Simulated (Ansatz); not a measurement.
## Formation energy and levels of the substitutional impurity K_B in BP (F-43m)

Aim: at which Fermi levels does K_B in BP (F-43m) change its charge? The model is a cell of 54 host atoms with 1 B taken out and 1 K put in.

Main program and level: Ansatz 0.2.0; place-levels on r2SCAN runs: charge-transition levels and formation energies with image-charge correction and potential alignment at the atomic sites; PAW set soft_1.

### 1. The structure

The cell holds 54 atoms: 26 B, 27 P and 1 K. Cell: a = 9.623 Å, b = 9.623 Å, c = 9.623 Å, α = 60.0°, β = 60.0°, γ = 60.0°. It derives from BP (space group F-43m). Nearest the centre at fractional (0.667, 0.333, 0.667): K47 at 0.00 Å, P22 at 1.96 Å, P40 at 1.96 Å, P24 at 1.96 Å, P28 at 1.96 Å, B41 at 3.21 Å, B35 at 3.21 Å, B29 at 3.21 Å.

Structure file:

```xyz
54
Lattice="0.0000 6.8046 6.8046 6.8046 0.0000 6.8046 6.8046 6.8046 0.0000" Properties=species:S:1:pos:R:3 pbc="T T T"
B     0.0000    0.0000    0.0000
P     3.4023    3.4023    3.4023
B     2.2682    2.2682    0.0000
P     5.6705    5.6705    3.4023
B     4.5364    4.5364    0.0000
P     7.9386    7.9386    3.4023
B     2.2682    0.0000    2.2682
P     5.6705    3.4023    5.6705
B     4.5364    2.2682    2.2682
P     7.9386    5.6705    5.6705
B     6.8046    4.5364    2.2682
P    10.2068    7.9386    5.6705
B     4.5364    0.0000    4.5364
P     7.9386    3.4023    7.9386
B     6.8046    2.2682    4.5364
P    10.2068    5.6705    7.9386
B     9.0727    4.5364    4.5364
P    12.4750    7.9386    7.9386
B     0.0000    2.2682    2.2682
P     3.4023    5.6705    5.6705
B     2.2682    4.5364    2.2682
P     5.6705    7.9386    5.6705
B     4.5364    6.8046    2.2682
P     7.9386   10.2068    5.6705
B     2.2682    2.2682    4.5364
P     5.6705    5.6705    7.9386
B     4.5364    4.5364    4.5364
P     7.9386    7.9386    7.9386
B     6.8046    6.8046    4.5364
P    10.2068   10.2068    7.9386
B     4.5364    2.2682    6.8046
P     7.9386    5.6705   10.2068
B     6.8046    4.5364    6.8046
P    10.2068    7.9386   10.2068
B     9.0727    6.8046    6.8046
P    12.4750   10.2068   10.2068
B     0.0000    4.5364    4.5364
P     3.4023    7.9386    7.9386
B     2.2682    6.8046    4.5364
P     5.6705   10.2068    7.9386
B     4.5364    9.0727    4.5364
P     7.9386   12.4750    7.9386
B     2.2682    4.5364    6.8046
P     5.6705    7.9386   10.2068
B     4.5364    6.8046    6.8046
P     7.9386   10.2068   10.2068
K     6.8046    9.0727    6.8046
P    10.2068   12.4750   10.2068
B     4.5364    4.5364    9.0727
P     7.9386    7.9386   12.4750
B     6.8046    6.8046    9.0727
P    10.2068   10.2068   12.4750
B     9.0727    9.0727    9.0727
P    12.4750   12.4750   12.4750
```

The host's dielectric constants go in as inputs: 9.31 for the electrons alone, 9.42 with the ions, computed on the host (DFPT, PBEsol, on the r2SCAN cell), and a cell off the functional's own equilibrium shifts the ionic part.

The cell's shortest repeat is 9.6 Å.

### 2. The runs of each charge state

A transition level is the Fermi level at which two charge states cost the same, so each charge needs its own total energy, at its own relaxed structure.

Random displacements of about 0.05 Å break the site symmetry at the start, so that the relaxation can reach a distorted minimum if there is one. Forces are taken on a 2×2×2 shifted mesh. The cell holds 2 electrons more than the neutral one, with a uniform background that keeps it neutral on the whole.

The sampling was tested on the host first: at the k-points planned (1x1x1 shifted 0.25 0.25 0.25) its energy lies 0.152 eV an atom from the dense-mesh value, so the final energies take a denser sampling.

One state's input; the others differ in charge, spin, start and seed, and in occupations where the table says so.

Contents of qm2.relax/input.yaml:

```yaml
crystal:
  lattice:
    - [0.0, 2.26818541, 2.26818541]
    - [2.26818541, 0.0, 2.26818541]
    - [2.26818541, 2.26818541, 0.0]
  atoms:
    - { symbol: B, position: [0.0, 0.0, 0.0] }
    - { symbol: P, position: [0.75, 0.75, 0.75] }
  supercell: [3, 3, 3]
  defects: [{ substitution: { at: 46, symbol: K } }]
total_charge: -2
basis:
  ecutwfc: 500
  xc_grid: 2
hamiltonian:
  xc: r2scan
  pseudopotentials: { kind: paw, azcp: { folder: soft_1 } }
kpoints:
  mp_grid: { grid: [2, 2, 2], shift: [0.5, 0.5, 0.5] }
scf:
  occupations: { method: fixed }
  max_iter: 80
output:
  forces: true
  charged_corrections: { epsilon: 9.31, static_epsilon: 9.42 }
relax:
  f_tol: 0.02
  max_steps: 80
  random_displacement: { amplitude: 0.05, seed: 7983 }
checkpoint:
  write: "../qm2.relax.run"
  compress: false
  write_wavefunctions: true
  write_every: 100000
```

On the command line:

```console
ansatz run input.yaml --threads 4 --pin off --max-ram 7536MiB --backend cpu --events-out ev --progress --plain --runs-dir out
```

The run of this state that the levels use, under r2SCAN:

Contents of qm2.point/input.yaml:

```yaml
crystal:
  checkpoint: "../qm2.relax.run"
  host: checkpoint
total_charge: -2
basis:
  ecutwfc: 500
  xc_grid: 2
hamiltonian:
  xc: r2scan
  pseudopotentials: { kind: paw, azcp: { folder: soft_1 } }
kpoints:
  mp_grid: { grid: [2, 2, 2], shift: [0.5, 0.5, 0.5] }
scf:
  occupations: { method: fixed }
  max_iter: 80
output:
  forces: true
  eigenvalues: true
  charged_corrections:
    epsilon: 9.31
    static_epsilon: 9.42
    defect_position: [0.666667, 0.333333, 0.666667]
  eigenstates: { localisation: true }
  populations: true
checkpoint:
  read: "../qm2.relax.run"
  write: "../qm2.point.run"
  compress: false
  write_wavefunctions: false
  write_every: 100000
```

Relaxations under r2SCAN at a 2×2×2 shifted mesh; times on 4 threads of Arm Neoverse V1, shared host:

```
charge  moment (μB)  occupations    outcome  steps  largest displacement against the far atoms (Å)     time
    −2            0        fixed  converged     11                                            0.91  4.4 min
    −1            1        fixed  converged     12                                            0.87   14 min
     0            0        fixed  converged     12                                            0.78  5.5 min
     0            2        fixed  converged     15                                            0.81   15 min
    +1            1        fixed  converged     13                                            0.78   13 min
    +1            3        fixed  converged     13                                            0.70   12 min
    −2            2        fixed  converged     14                                            0.87   16 min
```

Single points under r2SCAN at a 2×2×2 shifted mesh; times on 4 threads of Arm Neoverse V1, shared host:

```
charge  moment (μB)  occupations    outcome  time
    −2            0        fixed  converged  23 s
    −1            1        fixed  converged  54 s
     0            0        fixed  converged  27 s
     0            2        fixed  converged  61 s
    +1            1        fixed  converged  53 s
    +1            3        fixed  converged  57 s
    −2            2        fixed  converged  58 s
```

Distances (Å) from K47 to the nearest atoms after relaxation with r2SCAN:

```
charge  moment (μB)      1.      2.      3.      4.      5.      6.
    −2            0  P 2.50  P 2.50  P 2.63  P 2.63  B 2.77  B 2.77
    −2            2  P 2.46  P 2.47  P 2.65  P 2.65  B 2.76  B 2.76
    −1            1  P 2.50  P 2.50  P 2.59  B 2.68  P 2.69  B 2.69
     0            0  P 2.52  P 2.52  P 2.54  B 2.67  P 2.70  B 2.71
     0            2  P 2.52  P 2.54  P 2.55  P 2.70  B 2.71  B 2.79
    +1            1  P 2.50  P 2.52  P 2.53  P 2.72  B 2.73  B 2.81
    +1            3  P 2.54  P 2.54  P 2.55  P 2.68  B 2.89  B 2.89
```

### 3. Placing the levels, r2SCAN

A charged cell interacts with its images and the background, and its potential has another zero than the host's. place-levels removes the first by a point-charge model, screened by the static dielectric constant since the ions have relaxed around the charge, and the second by comparing potentials at atoms far from the defect.

The host is a run of the defect-free crystal in the same cutoffs, grids and k-points, so that basis and sampling errors cancel in part in the differences. The host is run in a cell of 2 atoms on a matching mesh. Its band edges are searched through the zone by a band path, so the gap is smaller than, or equal to, that on the mesh. Chemical potentials are energies per atom of B (alpha-rhombohedral (B12)) and K (bcc), run with the same functional and cutoff.

Contents of levels.point.yaml:

```yaml
host:
  run: host.point.run
states: [qm2.point.run, qm1_M1.point.run, q0.point.run, q0_M2.point.run, qp1_M1.point.run, qp1_M3.point.run, qm2_M2.point.run]
geometry_from:
  qm2.point.run: qm2.relax.run
  qm1_M1.point.run: qm1_M1.relax.run
  q0.point.run: q0.relax.run
  q0_M2.point.run: q0_M2.relax.run
  qp1_M1.point.run: qp1_M1.relax.run
  qp1_M3.point.run: qp1_M3.relax.run
  qm2_M2.point.run: qm2_M2.relax.run
  host.point.run: host.relax.run
chemical_potentials:
  B:
    energy: -156.554104
    dataset: <sha256 of the dataset>
  K:
    energy: -1542.48138
    dataset: <sha256 of the dataset>
epsilon: 9.31
static_epsilon: 9.42
vertical:
  - { from: qm1_M1.point.run, to: qm1_M1.point_neutral.run }
  - { from: qp1_M1.point.run, to: qp1_M1.point_neutral.run }
  - { from: qp1_M3.point.run, to: qp1_M3.point_neutral.run }
  - { from: qm2_M2.point.run, to: qm2_M2.point_neutral.run }
```

On the command line:

```console
ansatz place-levels levels.point.yaml -- --threads 4 --pin off --max-ram 7536MiB
```

Numbers of over 12 decimals in the logs are rounded to 6 here.

The program printed:

```text
[... repeated set-up lines and file paths are left out, and long positions are rounded to six places ...]
(+1/0) 0.484 eV above the valence edge, 0.923 eV under the conduction edge
(0/-1) 1.072 eV above the valence edge, 0.335 eV under the conduction edge
(-1/-2) 1.465 eV above the valence edge (+1.546 eV without the band-filling correction), in the conduction band
formation energy of charge +1: +8.660 eV with the Fermi level at the valence edge
formation energy of charge 0: +9.144 eV with the Fermi level at the valence edge
formation energy of charge -1: +10.217 eV with the Fermi level at the valence edge
formation energy of charge -2: +11.681 eV with the Fermi level at the valence edge
vertical -1 to 0: no energy, since no alignment is typed
  the change from vertical[0].from (qm1_M1.point.run) to vertical[0].to (qm1_M1.point_neutral.run): by its potential at epsilon 9.31 it stands at 0.591 0.259 0.554, with an rms radius of about 3.0 Å (1.8 1.2 2.0 Å across the planes of the cell's vectors); [...]
vertical +1 to 0: no energy, since no alignment is typed
  the change from vertical[1].from (qp1_M1.point.run) to vertical[1].to (qp1_M1.point_neutral.run): by its potential at epsilon 9.31 it stands at 0.626 0.255 0.587, with an rms radius of about 2.7 Å (1.7 1.5 1.5 Å across the planes of the cell's vectors); [...]
vertical +1 to 0: no energy, since no alignment is typed
  the change from vertical[2].from (qp1_M3.point.run) to vertical[2].to (qp1_M3.point_neutral.run): by its potential at epsilon 9.31 it stands at 0.592 0.310 0.593, with an rms radius of about 2.7 Å (1.4 1.7 1.5 Å across the planes of the cell's vectors); [...]
vertical -2 to 0: no energy, since no alignment is typed
[...]
of states[1] (qm1_M1.point.run): it parts from the run at its places by a charge that spreads by about 2 Å along one vector (1.4 Å or more is wide), by its potential at epsilon 9.31, taken for that of held ions (one typed too small widens it), where the [...]
  of states[0] (qm2.point.run): how wide its charge is, is not read beside other atoms or cores, and a band state would take no correction. [...]
  of states[5] (qp1_M3.point.run): it parts from the run at its places by a charge that spreads by about 1.7 Å along one vector (1.4 Å or more is wide), by its potential at epsilon 9.31, taken for that of held ions (one typed too small widens it), where the [...]
  of states[3] (q0_M2.point.run): the far atoms show a dipole or second moment of the defect's charge, for which the correction takes or leaves out 0.208 eV: further moments aren't read, and the relaxed atoms' own pattern can pass for one, so compare a larger [...]
  of states[6] (qm2_M2.point.run): it parts from the run at its places by a charge that spreads by about 2.6 Å along one vector (1.4 Å or more is wide), by its potential at epsilon 9.31, taken for that of held ions (one typed too small widens it), where the [...]
  of vertical[0].from (qm1_M1.point.run): stability_check_not_made; [...]
  of vertical[1].from (qp1_M1.point.run): stability_check_not_made; [...]
  of vertical[2].from (qp1_M3.point.run): its moments are held at its close (magnetization.spin_locking), by a field of 0.069 eV a Bohr magneton, and its energy and levels are of the state that this holds: a run that lets them go can end lower; [...]
  of vertical[2].to (qp1_M3.point_neutral.run): band_overlap_at_count
  of vertical[3].from (qm2_M2.point.run): its moments are held at its close (magnetization.spin_locking), by a field of 0.446 eV a Bohr magneton, and its energy and levels are of the state that this holds: a run that lets them go can end lower; [...]
  of vertical[3].to (qm2_M2.point_neutral.run): band_overlap_at_count
```

Run time: 0.72 s. Hardware: 4 threads of Arm Neoverse V1, shared host.

Levels between the charges placed, in eV above the valence top:

```
        gap (eV)  (+1/0)  (0/−1)  (−1/−2)
r2SCAN      1.41    0.48    1.07     1.46
```

Corrections by state:

```
charge  moment (μB)  image terms and alignment (eV)  band filling (eV)  ε used  over the lowest of its charge, as the program ranks them, band filling apart (eV)
    +1          1.0                           0.364                  -    9.42                                                                              0.000
     0          0.0                           0.000                  -       -                                                                              0.000
    −1          1.0                           0.014                  -    9.42                                                                              0.000
    −2          0.0                           0.417             -0.081    9.42                                                                              0.000
    +1          3.0                           0.388                  -    9.42                                                                              0.288
     0          2.0                           0.000                  -       -                                                                              0.068
    −2          2.0                           0.380                  -    9.42                                                                              0.894
```

The charged structures listed were also run neutral, and place-levels reads from each pair, by the potential or the spins, how wide the charge is by which they differ; that can be the carrier of either run.

| charge | rms radius (Å) | spread where it is widest against the cell (Å) | wide from (Å) | reading |
| --- | --- | --- | --- | --- |
| +1 | 2.7 | 1.67 | 1.36 | wide |
| −1 | 3.0 | 1.96 | 1.36 | wide |

The neutral runs of these pairs need not share the spin of the lowest neutral state, and very wide values only mean spread over the cell.

From the program's caveats on the states, each cut to its opening words:

- charge +1 (1 μB), +1 (3 μB): it parts from the run at its places by a charge that spreads by about 1.7 Å along one vector (1.4 Å or more is wide), by its potential at epsilon 9.31, taken [...]
- charge +1 (1 μB): its alignment with the host at atomic sites is doubtful: the mean over the far sites moves by -0.1440 eV from their farther parts to their nearer, more than [...]
- charge +1 (1 μB): the far atoms show a dipole or second moment of the defect's charge, for which the correction takes or leaves out 0.29 eV: further moments aren't read, and the [...]
- charge +1 (1 μB), −1 (1 μB), +1 (3 μB), 0 (2 μB), −2 (2 μB): flagged: stability check not made
- charge 0: the far atoms show a dipole or second moment of the defect's charge, for which the correction takes or leaves out 0.419 eV: further moments aren't read, and [...]
- charge −1 (1 μB): it parts from the run at its places by a charge that spreads by about 2 Å along one vector (1.4 Å or more is wide), by its potential at epsilon 9.31, taken for [...]
- charge −1 (1 μB): its alignment with the host at atomic sites is doubtful: the mean over the far sites moves by +0.1104 eV from their farther parts to their nearer, more than [...]
- charge −2: how wide its charge is, is not read beside other atoms or cores, and a band state would take no correction
- charge −2: a band-filling correction moves a carrier to the host's band edge, which changes its energy by -0.081 eV
- charge −2: its alignment with the host at atomic sites is doubtful: the mean over the far sites moves by +0.2226 eV from their farther parts to their nearer, more than [...]
- charge +1 (3 μB): its alignment with the host at atomic sites is doubtful: the mean over the far sites moves by -0.1295 eV from their farther parts to their nearer, more than [...]
- charge +1 (3 μB): its moments are held at its close (magnetization.spin_locking), by a field of 0.069 eV a Bohr magneton, and its energy and levels are of the state that this [...]
- charge 0 (2 μB): the far atoms show a dipole or second moment of the defect's charge, for which the correction takes or leaves out 0.208 eV: further moments aren't read, and [...]
- charge −2 (2 μB): it parts from the run at its places by a charge that spreads by about 2.6 Å along one vector (1.4 Å or more is wide), by its potential at epsilon 9.31, taken [...]

The host's formation energy from the elements is -0.484 eV per atom; it sets how far the chemical potentials can move.

Limit set by the element alone; other compounds of these elements are not counted. Chemical potentials from the elements' reference states: B 0.00 eV, P -0.97 eV, K 0.00 eV. Formation energy by charge state (B-rich; gap 1.41 eV):

| charge | at valence top (eV) | at conduction bottom (eV) | correction included (eV) |
| --- | --- | --- | --- |
| +1 | 8.66 | 10.07 | 0.36 |
| 0 | 9.14 | 9.14 | 0.00 |
| −1 | 10.22 | 8.81 | 0.01 |
| −2 | 11.68 | 8.87 | 0.34 |

Fermi level (eV), lowest formation energy (eV) and a bar from the least value:
```
     0.00       8.66 
     0.13       8.79 ########
     0.26       8.92 ################
     0.38       9.04 ########################
     0.51       9.14 ##############################
     0.64       9.14 ##############################
     0.77       9.14 ##############################
     0.90       9.14 ##############################
     1.02       9.14 ##############################
     1.15       9.07 #########################
     1.28       8.94 #################
     1.41       8.81 #########
```

Limit set by the element alone; other compounds of these elements are not counted. Chemical potentials from the elements' reference states: P 0.00 eV, B -0.97 eV, K 0.00 eV. Formation energies (P-rich), with the Fermi level at the valence top and at the conduction bottom (gap 1.41 eV):

```
charge  at valence top (eV)  at conduction bottom (eV)  correction included (eV)
    +1                 7.69                       9.10                      0.36
     0                 8.18                       8.18                      0.00
    −1                 9.25                       7.84                      0.01
    −2                10.71                       7.90                      0.34
```

| Fermi level (eV) | lowest formation energy (eV) |
| --- | --- |
| 0.00 | 7.69 |
| 0.13 | 7.82 |
| 0.26 | 7.95 |
| 0.38 | 8.08 |
| 0.51 | 8.18 |
| 0.64 | 8.18 |
| 0.77 | 8.18 |
| 0.90 | 8.18 |
| 1.02 | 8.18 |
| 1.15 | 8.10 |
| 1.28 | 7.97 |
| 1.41 | 7.84 |

### 4. Summary of results

| Quantity | Value |
| --- | --- |
| gap of the host | 1.41 eV (r2SCAN) |
| level (plus 1/0) | 0.48 eV above the valence top |
| level (0/minus 1) | 1.07 eV above the valence top |
| level (minus 1/minus 2) | 1.46 eV above the valence top, past the conduction bottom (1.55 eV above the valence top without the band-filling term) |
| lowest of the charges placed, just above the valence top (0.02 eV) | +1 |
| lowest of the charges placed, just below the conduction bottom (0.02 eV) | −1 |
| lowest formation energy at mid-gap of the charges run, B-rich | 9.14 eV |
| lowest formation energy at mid-gap of the charges run, P-rich | 8.18 eV |

Of the charges placed (−2, −1, 0 and +1), the lowest changes at 0.48 eV (+1/0) and 1.07 eV (0/−1) above the valence top, in a gap of 1.41 eV. Charges above +1 were not placed, so these runs say nothing of levels that involve them. States placed: +1 at 1 μB and 3 μB; 0 at 0 μB and 2 μB; −1 at 1 μB; −2 at 0 μB and 2 μB. Other spin states or structures, where not listed, weren't placed. The program finds carriers beyond a band edge of the host and adds a band-filling term at charge −2 (-0.08 eV); steps to such a charge show no bound level, and a defect level inside a band would be read the same way. K is taken at its element; compounds, which aren't counted here, bound the chemical potentials and would shift these formation energies. The program doubts the alignment of potentials for at least one state, a sign that the cell is small. What this leaves open: r2SCAN makes the gap too small and tends to spread out bound carriers.

[Logs are printed without paths, hosts, clocks, repeated set-up lines and the standing remarks that a program may print on its own settings, such as how far it seeks lower states.]

[Hosts, paths, dates, database ids (printed as entryN), source tags and the programs' standing remarks are cut or masked in the printed files.]

[Where a table of states has a column of steps, it counts the stored structures, which are thinned; the runs took as many ionic steps or more.]

[A defect's name tells the site on which it was built; relaxed atoms can leave that site.]

[For some hosts the program warned that the k-mesh of the response run may be too coarse for force constants and the static dielectric constant; such warnings are not shown here.]
